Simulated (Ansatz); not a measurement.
# The perfect C wire along [100], 25 atoms a period, H-terminated

What gap, if any, does the C wire along [100], 25 atoms a period, H-terminated have, and how does it change with the functional?

Calculated with Ansatz 0.2.0; DFT PBE, plane waves, PAW; relaxation of a wire's period; PAW set soft_1, in the first sound run; inputs show where later runs differ.

### Step 1. The starting structure

The cell holds 45 atoms: 25 C and 20 H. Cell: a = 15.233 Å, b = 15.233 Å, c = 3.570 Å, α = 90.0°, β = 90.0°, γ = 90.0°. Vacuum lies along a and b. The structure's axis is c.

### Step 2. The relaxed wire

Band widths follow the bond lengths, so the wire is relaxed first. The atoms and the third cell vector are free; the box across stays fixed as vacuum. A Fermi-Dirac smearing is set since the result may be a metal. The pressure printed is a third of the stress's trace over the whole box, vacuum included; only the stress along the axis is relaxed.

input.yaml reads:

```yaml
crystal:
  lattice:
    - [15.233, 0.0, 0.0]
    - [0.0, 15.233, 0.0]
    - [0.0, 0.0, 3.57]
  atoms:
    - { symbol: C, position: [0.324238975, 0.558598589, 0.0] }
    - { symbol: C, position: [0.441418782, 0.441418782, 0.0] }
    - { symbol: C, position: [0.441418782, 0.675778396, 0.0] }
    - { symbol: C, position: [0.558598589, 0.324238975, 0.0] }
    - { symbol: C, position: [0.558598589, 0.558598589, 0.0] }
    - { symbol: C, position: [0.675778396, 0.441418782, 0.0] }
    - { symbol: H, position: [0.223199632, 0.457559246, 0.068870504] }
    - { symbol: H, position: [0.340379439, 0.340379439, 0.068870504] }
    - { symbol: H, position: [0.457559246, 0.223199632, 0.068870504] }
    - { symbol: H, position: [0.542458124, 0.776817738, 0.068870504] }
    - { symbol: H, position: [0.659637931, 0.659637931, 0.068870504] }
    - { symbol: H, position: [0.776817738, 0.542458124, 0.068870504] }
    - { symbol: C, position: [0.265649071, 0.500008685, 0.25] }
    - { symbol: C, position: [0.382828878, 0.382828878, 0.25] }
    - { symbol: C, position: [0.382828878, 0.617188492, 0.25] }
    - { symbol: C, position: [0.500008685, 0.265649071, 0.25] }
    - { symbol: C, position: [0.500008685, 0.500008685, 0.25] }
    - { symbol: C, position: [0.500008685, 0.734368299, 0.25] }
    - { symbol: C, position: [0.617188492, 0.382828878, 0.25] }
    - { symbol: C, position: [0.617188492, 0.617188492, 0.25] }
    - { symbol: C, position: [0.734368299, 0.500008685, 0.25] }
    - { symbol: H, position: [0.223199632, 0.542458124, 0.431129496] }
    - { symbol: H, position: [0.340379439, 0.659637931, 0.431129496] }
    - { symbol: H, position: [0.457559246, 0.776817738, 0.431129496] }
    - { symbol: H, position: [0.542458124, 0.223199632, 0.431129496] }
    - { symbol: H, position: [0.659637931, 0.340379439, 0.431129496] }
    - { symbol: H, position: [0.776817738, 0.457559246, 0.431129496] }
    - { symbol: C, position: [0.324238975, 0.441418782, 0.5] }
    - { symbol: C, position: [0.441418782, 0.324238975, 0.5] }
    - { symbol: C, position: [0.441418782, 0.558598589, 0.5] }
    - { symbol: C, position: [0.558598589, 0.441418782, 0.5] }
    - { symbol: C, position: [0.558598589, 0.675778396, 0.5] }
    - { symbol: C, position: [0.675778396, 0.558598589, 0.5] }
    - { symbol: H, position: [0.281789536, 0.398969343, 0.681129496] }
    - { symbol: H, position: [0.398969343, 0.281789536, 0.681129496] }
    - { symbol: H, position: [0.601048028, 0.718227835, 0.681129496] }
    - { symbol: H, position: [0.718227835, 0.601048028, 0.681129496] }
    - { symbol: C, position: [0.382828878, 0.500008685, 0.75] }
    - { symbol: C, position: [0.500008685, 0.382828878, 0.75] }
    - { symbol: C, position: [0.500008685, 0.617188492, 0.75] }
    - { symbol: C, position: [0.617188492, 0.500008685, 0.75] }
    - { symbol: H, position: [0.281789536, 0.601048028, 0.818870504] }
    - { symbol: H, position: [0.398969343, 0.718227835, 0.818870504] }
    - { symbol: H, position: [0.601048028, 0.281789536, 0.818870504] }
    - { symbol: H, position: [0.718227835, 0.398969343, 0.818870504] }
kpoints:
  mp_grid: { grid: [1, 1, 23] }
scf:
  occupations: { method: fermi_dirac, width: 0.05 }
hamiltonian:
  xc: pbe
  pseudopotentials: { kind: paw, azcp: { folder: soft_1 } }
relax:
  cell: { fix: [a, b, alpha, beta, gamma] }
  max_steps: 45
  f_tol: 0.03
```

Started as:

```sh
$ ansatz run input.yaml --threads 4 --pin off --max-ram 16384MiB --backend cpu --events-out ev --progress --plain --runs-dir out
```

Numbers of over 12 decimals in the logs are rounded to 6 here.

The program printed:

```text
Engine: ansatz 0.2.0, aarch64-unknown-linux-gnu
Pseudopotentials: kind: paw
Pseudopotential: C, paw, valence charge 4, recommended cutoff 420 eV (normal), soft_1/C.paw.azcp
Pseudopotential: H, paw, valence charge 1, recommended cutoff 420 eV (normal), soft_1/H.paw.azcp
Functional definition: PBE
  parameter kappa = 0.804
  parameter beta = 0.066725
  exchange = pbe_x(kappa = kappa, mu = beta*pi^2/3)
  correlation = pbe_c(beta = beta)
Crystal: 45 atoms, lattice volume = 828.398 Å³
Basis set: ecut = 420 eV, 16043 PW (Γ), exchange–correlation on 216×216×48 points (8 copies of the dense FFT grid, shifted against one another)
Bands: 105, of which v1, the nominal top of the filled ones, is band 60 counted from 1 (59 counted from 0)
Symmetry: 8 space group operations
Space group: P-42m (ITA 111), of the structure as read, at distance tolerance 9.4e-5 Å
k-points: 12 of 23
Non-local potential: C, projectors of the file, l = 0: 2, l = 1: 2, l = 2: 1
Non-local potential: H, projectors of the file, l = 0: 2, l = 1: 1
PAW form: soft (Blöchl's): semilocal exchange-correlation on the pseudo side does not see the compensation charge
PAW one-centre angular grid: C, 110 points (default); XC on 64 Gauss nodes
PAW one-centre angular grid: H, 110 points (default); XC on 64 Gauss nodes
Initial density: superposition of atomic densities (neutral atoms: chi_scale 0, normalization atom)
Initial wavefunctions: pseudopotential atomic-orbital guess
Functional: x = pbe(κ = 0.804, μ = 0.219515), c = pbe(β = 0.066725)
SCF iter   1: F=—  HF=-6610.549912 eV  |F-HF|=—  |Δ(HF+E_count)|=         —  Δρ=7.66e-2  dr2=5.33e1  ethr=3.10e-3  ⟨swp⟩=7.5  Hψ=6808  notcnv=0  defer=220
preconditioner: auto → Resta (q_TF=auto, 1.977 Å⁻¹)  ε∞=1.7  [insulator: Δε(μ)=6.636 eV  Ē_g=17.022 eV  σ=0.050 eV  W_gap=1.00  n_scr=94 (ndim 8)  ℏωp=14.1 eV  f_vac=0.606  D(μ)=0.00/eV (n_scr^D=0)  ε∞_Penn≈1.7  vacuum switching on, ρ_ref=2.1e-2 e/Å³]
SCF iter   2: F=—  HF=-6594.116591 eV  |F-HF|=—  |Δ(HF+E_count)|=    1.64e1  Δρ=3.50e-2  dr2=6.63e0  ethr=3.10e-3  ⟨swp⟩=4.5  Hψ=2866  notcnv=0  defer=476
SCF iter   3: F=—  HF=-6592.348962 eV  |F-HF|=—  |Δ(HF+E_count)|=    1.77e0  Δρ=9.23e-3  dr2=7.72e-1  ethr=3.10e-3  ⟨swp⟩=3.0  Hψ=1364  notcnv=0  defer=476
SCF iter   4: F=—  HF=-6592.223968 eV  |F-HF|=—  |Δ(HF+E_count)|=   1.25e-1  Δρ=2.44e-3  dr2=1.04e-1  ethr=6.43e-4  ⟨swp⟩=3.6  Hψ=2267  notcnv=0  defer=472
SCF iter   5: F=—  HF=-6592.207999 eV  |F-HF|=—  |Δ(HF+E_count)|=   1.60e-2  Δρ=8.66e-4  dr2=3.44e-3  ethr=8.65e-5  ⟨swp⟩=2.0  Hψ=1330  notcnv=0  defer=472
SCF iter   6: F=—  HF=-6592.210582 eV  |F-HF|=—  |Δ(HF+E_count)|=   2.58e-3  Δρ=2.21e-4  dr2=1.72e-4  ethr=2.87e-6  ⟨swp⟩=2.0  Hψ=1500  notcnv=0  defer=472
SCF iter   7: F=—  HF=-6592.210880 eV  |F-HF|=—  |Δ(HF+E_count)|=   2.99e-4  Δρ=5.45e-5  dr2=2.36e-5  ethr=1.43e-7  ⟨swp⟩=2.0  Hψ=1508  notcnv=0  defer=472
SCF iter   8: F=—  HF=-6592.211464 eV  |F-HF|=—  |Δ(HF+E_count)|=   5.83e-4  Δρ=1.17e-5  dr2=6.33e-7  ethr=1.97e-8  ⟨swp⟩=2.0  Hψ=1917  notcnv=0  defer=472
SCF iter   9: F=-6592.211464 eV  HF=-6592.211464 eV  |F-HF|=3.00e-11  |Δ(HF+E_count)|=   6.41e-7  Δρ=2.25e-6  dr2=3.65e-8  ethr=8.33e-11  ⟨swp⟩=5.0  Hψ=3971  notcnv=0
SCF 1 converged in 9 iterations: F = -6592.211464 eV  dr2 = 3.65e-8
  greatest PAW one-centre occupation: 0.649 electrons in one spin orbital (limit 2), on the C atom at site 20 (counted from 0), in its partial waves of l = 0
relax step   1: F+E_penalty+E_count = -6592.21146418 eV  Δ(F+E_penalty+E_count) = +0.000e0 eV  max|allowed force component| = 7.015e-1 eV/Å  Δτ_max = 0.0000 Å  P = -0.187 GPa  Ω = 828.398 Å³  fix = [a, b, alpha, beta, gamma]  reactions: a -0.846, b -0.846 GPa  (9 SCF iters, dr2 threshold 1.00e-7 eV, accepted)
Crystal: 45 atoms, lattice volume = 859.259 Å³
Basis set: ecut = 420 eV, 16837 PW (Γ), exchange–correlation on 216×216×48 points (8 copies of the dense FFT grid, shifted against one another)
Initial density: handed on by an earlier stage of this run
Initial wavefunctions: those handed on with the density
iter 1 solved again at ethr=4.42e-4 eV; its pass at ethr=3.10e-3 eV (dr2=5.30e-1 eV) is discarded
SCF iter   1: F=—  HF=-6592.799892 eV  |F-HF|=—  |Δ(HF+E_count)|=         —  Δρ=1.17e-2  dr2=5.53e-1  ethr=4.42e-4  ⟨swp⟩=6.3  Hψ=6882  notcnv=0  defer=4
preconditioner: auto → Resta (q_TF=auto, 1.965 Å⁻¹)  ε∞=1.9  [insulator: Δε(μ)=3.145 eV  Ē_g=14.712 eV  σ=0.050 eV  W_gap=1.00  n_scr=110 (ndim 8)  ℏωp=13.9 eV  f_vac=0.660  D(μ)=0.00/eV (n_scr^D=0)  ε∞_Penn≈1.9  vacuum switching on, ρ_ref=1.6e-2 e/Å³]
SCF iter   2: F=—  HF=-6592.743111 eV  |F-HF|=—  |Δ(HF+E_count)|=   5.68e-2  Δρ=5.35e-3  dr2=8.96e-2  ethr=4.42e-4  ⟨swp⟩=2.6  Hψ=2109  notcnv=0  defer=152
SCF iter   3: F=—  HF=-6592.756631 eV  |F-HF|=—  |Δ(HF+E_count)|=   1.35e-2  Δρ=1.47e-3  dr2=8.53e-3  ethr=7.46e-5  ⟨swp⟩=2.7  Hψ=2001  notcnv=0  defer=234
SCF iter   4: F=—  HF=-6592.758472 eV  |F-HF|=—  |Δ(HF+E_count)|=   1.84e-3  Δρ=1.72e-4  dr2=2.19e-4  ethr=7.11e-6  ⟨swp⟩=2.2  Hψ=1706  notcnv=0  defer=234
SCF iter   5: F=—  HF=-6592.758967 eV  |F-HF|=—  |Δ(HF+E_count)|=   4.95e-4  Δρ=6.49e-5  dr2=3.87e-5  ethr=1.83e-7  ⟨swp⟩=2.0  Hψ=1778  notcnv=0  defer=234
SCF iter   6: F=-6592.758967 eV  HF=-6592.758967 eV  |F-HF|=6.61e-7  |Δ(HF+E_count)|=   2.93e-7  Δρ=1.42e-5  dr2=1.29e-6  ethr=3.75e-9  ⟨swp⟩=3.0  Hψ=4338  notcnv=0
SCF 2 converged in 6 iterations: F = -6592.758967 eV  dr2 = 1.29e-6
  greatest PAW one-centre occupation: 0.652 electrons in one spin orbital (limit 2), on the C atom at site 20 (counted from 0), in its partial waves of l = 0
relax step   2: F+E_penalty+E_count = -6592.75896726 eV  Δ(F+E_penalty+E_count) = -5.475e-1 eV  max|allowed force component| = 4.256e-1 eV/Å  Δτ_max = 0.1162 Å  P = -0.297 GPa  Ω = 859.259 Å³  energy of the carried Pulay correction = -2.601e-2 eV  fix = [a, b, alpha, beta, gamma]  reactions: a +0.077, b +0.077 GPa  (6 SCF iters, dr2 threshold 4.50e-6 eV, accepted)
Crystal: 45 atoms, lattice volume = 851.733 Å³
Basis set: ecut = 420 eV, 16613 PW (Γ), exchange–correlation on 216×216×48 points (8 copies of the dense FFT grid, shifted against one another)
iter 1 solved again at ethr=2.88e-5 eV; its pass at ethr=3.10e-3 eV (dr2=3.45e-2 eV) is discarded
SCF iter   1: F=—  HF=-6592.878879 eV  |F-HF|=—  |Δ(HF+E_count)|=         —  Δρ=2.96e-3  dr2=3.55e-2  ethr=2.88e-5  ⟨swp⟩=5.3  Hψ=6356  notcnv=0
[...]
SCF 8 converged in 5 iterations: F = -6592.906652 eV  dr2 = 1.65e-10
relax step   8: F+E_penalty+E_count = -6592.90665241 eV  Δ(F+E_penalty+E_count) = -4.545e-4 eV  max|allowed force component| = 2.999e-3 eV/Å  Δτ_max = 0.0000 Å  P = -0.001 GPa  Ω = 851.739 Å³  fix = [a, b, alpha, beta, gamma]  reactions: a -0.003, b -0.003 GPa  stress off target by 2.75e-3 GPa on what of the cell is left free  SCF on the basis re-selected at this cell (its energy is not comparable with the rows above)  (5 SCF iters)
basis re-selected at this cell: Δ(F+E_penalty+E_count) = -4.545e-4 eV, ΔP = +0.000 GPa vs the last step (what re-selecting the basis moved, of the pressure what is left beyond the Pulay correction that the steps carried, after the strain that the cell walked since its last selection, with what the two solves' SCF thresholds leave and, on support functions, any second-order correction that the steps lacked; it is no m [...]
SCF converged after 5 iterations
Free energy (F): -6592.906652 eV
Harris-Foulkes:  -6592.906650 eV  (|F-HF|=2.34e-6)
Internal energy: -6592.906652 eV  (E = F + TS)
E sigma→0 (E₀):  -6592.906652 eV
Fermi energy:    0.369528 eV
--- Per-component energies (eV) ---
  E_band       = -1027.084574
  E_kinetic    = 2511.902431
  E_local      = -46202.067518  (includes V_loc(G=0)·N_el)
  E_nonlocal   = 586.289921
  E_hartree    = 21992.250599
  E_xc         = -1368.251445
  E_vxc        = -1698.220583  (∫ρ·V_xc dr)
  E_paw        = -2512.682405  (= ΣΔE_a)
  E_vpaw       = -209.466954  (= ΣTr[D̂ρ^β])
  E_aug_tail   = -0.021761  (compensation charges beyond the density's cutoff)
  E_ewald      = 18399.673524
  E_smearing   = -0.000000  (= −TS)
  E_closure    = -0.000000  (closes the sum)
  Σ components = -6592.906652   (vs F -6592.906652, Δ=0.00e0)
--- Forces (eV/Å), atoms counted from 1 ---
  atom   1  C     -0.00007144    -0.00060278    -0.00004716
  atom   2  C      0.00145804     0.00145804     0.00299949
  atom   3  C      0.00060278     0.00007144    -0.00004716
  atom   4  C     -0.00060278    -0.00007144    -0.00004716
  atom   5  C     -0.00145804    -0.00145804     0.00299949
  atom   6  C      0.00007144     0.00060278    -0.00004716
  atom   7  H      0.00033318     0.00082104    -0.00025468
  atom   8  H     -0.00022054    -0.00022054     0.00048672
  atom   9  H      0.00082104     0.00033318    -0.00025468
  atom  10  H     -0.00082104    -0.00033318    -0.00025468
  atom  11  H      0.00022054     0.00022054     0.00048672
  atom  12  H     -0.00033318    -0.00082104    -0.00025468
  atom  13  C     -0.00038341     0.00000000    -0.00000000
  atom  14  C     -0.00110013    -0.00110013    -0.00051272
  atom  15  C     -0.00110013     0.00110013     0.00051272
  atom  16  C      0.00000000    -0.00038341     0.00000000
  atom  17  C      0.00000000     0.00000000     0.00000000
  atom  18  C      0.00000000     0.00038341    -0.00000000
  atom  19  C      0.00110013    -0.00110013     0.00051272
  atom  20  C      0.00110013     0.00110013    -0.00051272
  atom  21  C      0.00038341     0.00000000     0.00000000
  atom  22  H      0.00033318    -0.00082104     0.00025468
  atom  23  H     -0.00022054     0.00022054    -0.00048672
  atom  24  H      0.00082104    -0.00033318     0.00025468
  atom  25  H     -0.00082104     0.00033318     0.00025468
  atom  26  H      0.00022054    -0.00022054    -0.00048672
  atom  27  H     -0.00033318     0.00082104     0.00025468
  atom  28  C     -0.00007144     0.00060278     0.00004716
  atom  29  C      0.00060278    -0.00007144     0.00004716
  atom  30  C      0.00145804    -0.00145804    -0.00299949
  atom  31  C     -0.00145804     0.00145804    -0.00299949
  atom  32  C     -0.00060278     0.00007144     0.00004716
  atom  33  C      0.00007144    -0.00060278     0.00004716
  atom  34  H      0.00016777     0.00014231    -0.00050742
  atom  35  H      0.00014231     0.00016777    -0.00050742
  atom  36  H     -0.00014231    -0.00016777    -0.00050742
  atom  37  H     -0.00016777    -0.00014231    -0.00050742
  atom  38  C      0.00047298     0.00000000     0.00000000
  atom  39  C     -0.00000000     0.00047298     0.00000000
  atom  40  C     -0.00000000    -0.00047298     0.00000000
  atom  41  C     -0.00047298     0.00000000     0.00000000
  atom  42  H      0.00016777    -0.00014231     0.00050742
  atom  43  H      0.00014231    -0.00016777     0.00050742
  atom  44  H     -0.00014231     0.00016777     0.00050742
  atom  45  H     -0.00016777     0.00014231     0.00050742
  max |Σ_I F_I| component: 7.59e-19 eV/Å
--- Stress (GPa, compression-positive) ---
       -0.002541       0.000000       0.000000
        0.000000      -0.002541       0.000000
        0.000000       0.000000       0.002748
  P = ⅓ Tr σ = -0.0008 GPa (-0.008 kbar)
--- Relaxed structure (6 steps of the walk, 6 accepted, 2 SCFs on fresh bases) ---
  F+E_penalty+E_count = -6592.90665241 eV   max|allowed force component| = 2.999e-3 eV/Å   (the final SCF, on the basis selected at the relaxed cell)
  cell:  # Å, volume = 851.7394 Å³
    - [15.233, 0.0, 0.0]
    - [0.0, 15.233, 0]
    - [0.0, 0, 3.670590]
  atoms:
    - { symbol: C, position: [0.324884, 0.557348, 0.00642012] }
    - { symbol: C, position: [0.441034, 0.441034, -0.00182092] }
    - { symbol: C, position: [0.442669, 0.675133, 0.00642012] }
    - { symbol: C, position: [0.557348, 0.324884, 0.00642012] }
    - { symbol: C, position: [0.558984, 0.558984, -0.00182092] }
    - { symbol: C, position: [0.675133, 0.442669, 0.00642012] }
    - { symbol: H, position: [0.223134, 0.458259, 0.085770] }
    - { symbol: H, position: [0.340996, 0.340996, 0.096793] }
    - { symbol: H, position: [0.458259, 0.223134, 0.085770] }
    - { symbol: H, position: [0.541758, 0.776883, 0.085770] }
    - { symbol: H, position: [0.659022, 0.659022, 0.096793] }
    - { symbol: H, position: [0.776883, 0.541758, 0.085770] }
    - { symbol: C, position: [0.266804, 0.500009, 0.25] }
    - { symbol: C, position: [0.384170, 0.384170, 0.257195] }
    - { symbol: C, position: [0.384170, 0.615848, 0.242805] }
    - { symbol: C, position: [0.500009, 0.266804, 0.25] }
    - { symbol: C, position: [0.500009, 0.500009, 0.25] }
    - { symbol: C, position: [0.500009, 0.733213, 0.25] }
    - { symbol: C, position: [0.615848, 0.384170, 0.242805] }
    - { symbol: C, position: [0.615848, 0.615848, 0.257195] }
    - { symbol: C, position: [0.733213, 0.500009, 0.25] }
    - { symbol: H, position: [0.223134, 0.541758, 0.414230] }
    - { symbol: H, position: [0.340996, 0.659022, 0.403207] }
    - { symbol: H, position: [0.458259, 0.776883, 0.414230] }
    - { symbol: H, position: [0.541758, 0.223134, 0.414230] }
    - { symbol: H, position: [0.659022, 0.340996, 0.403207] }
    - { symbol: H, position: [0.776883, 0.458259, 0.414230] }
    - { symbol: C, position: [0.324884, 0.442669, 0.493580] }
    - { symbol: C, position: [0.442669, 0.324884, 0.493580] }
    - { symbol: C, position: [0.441034, 0.558984, 0.501821] }
    - { symbol: C, position: [0.558984, 0.441034, 0.501821] }
    - { symbol: C, position: [0.557348, 0.675133, 0.493580] }
    - { symbol: C, position: [0.675133, 0.557348, 0.493580] }
    - { symbol: H, position: [0.282453, 0.399108, 0.654862] }
    - { symbol: H, position: [0.399108, 0.282453, 0.654862] }
    - { symbol: H, position: [0.600909, 0.717564, 0.654862] }
    - { symbol: H, position: [0.717564, 0.600909, 0.654862] }
    - { symbol: C, position: [0.381899, 0.500009, 0.750000] }
    - { symbol: C, position: [0.500009, 0.381899, 0.750000] }
    - { symbol: C, position: [0.500009, 0.618119, 0.750000] }
    - { symbol: C, position: [0.618119, 0.500009, 0.750000] }
    - { symbol: H, position: [0.282453, 0.600909, 0.845138] }
    - { symbol: H, position: [0.399108, 0.717564, 0.845138] }
    - { symbol: H, position: [0.600909, 0.282453, 0.845138] }
    - { symbol: H, position: [0.717564, 0.399108, 0.845138] }
```

The job ended after 4.2 min (4 threads of Arm Neoverse V1, shared host; peak memory 2.3 GiB; 16 min of CPU time).

The steps of the relaxation:

| step | energy less that of the first step (eV) | largest force component (eV/Å) | pressure (GPa) | volume (Å³) |
| --- | --- | --- | --- | --- |
| 1 | 0.0000 | 0.7015 | -0.19 | 828.40 |
| 2 | -0.5475 | 0.4256 | -0.30 | 859.26 |
| 3 | -0.6644 | 0.1315 | -0.13 | 851.73 |
| 4 | -0.6689 | 0.0471 | -0.05 | 851.10 |
| 5 | -0.6694 | 0.0106 | -0.01 | 851.15 |
| 6* | -0.6951 | 0.0126 | 0.04 | 851.15 |
| 7 | -0.6947 | 0.0030 | 0.00 | 851.74 |
| 8* | -0.6952 | 0.0030 | 0.00 | 851.74 |

Relaxation steps marked * repeat the geometry before them on a plane-wave basis chosen anew for their cell, so energy and pressure can jump there.

Forces are held to the 8 operations that the run works with; a distortion that breaks them can't arise in this run.

| cell as run | before | after | change |
| --- | --- | --- | --- |
| c (Å) | 3.570 | 3.671 | +2.8 % |

The atoms that moved most (Å, along periodic axes as changes of fractional coordinates times the final cell, across vacuum about the mean position):

| atom | dx | dy | dz | length |
| --- | --- | --- | --- | --- |
| H8 | 0.009 | 0.009 | 0.102 | 0.103 |
| H23 | 0.009 | -0.009 | -0.102 | 0.103 |
| H26 | -0.009 | 0.009 | -0.102 | 0.103 |
| H11 | -0.009 | -0.009 | 0.102 | 0.103 |
| H37 | -0.010 | -0.002 | -0.096 | 0.097 |
| H36 | -0.002 | -0.010 | -0.096 | 0.097 |
| H43 | 0.002 | -0.010 | 0.096 | 0.097 |
| H45 | -0.010 | 0.002 | 0.096 | 0.097 |

Numbers from this step:

* cell length along the wire: 3.671 Å

The cell's length comes to 3.671 Å with spin left out.

(Part 1 of 2 ends here.)

[Logs are printed without paths, hosts, clocks, repeated set-up lines and the standing remarks that a program may print on its own settings, such as how far it seeks lower states.]

[Hosts, paths, dates, database ids (printed as entryN), source tags and the programs' standing remarks are cut or masked in the printed files.]
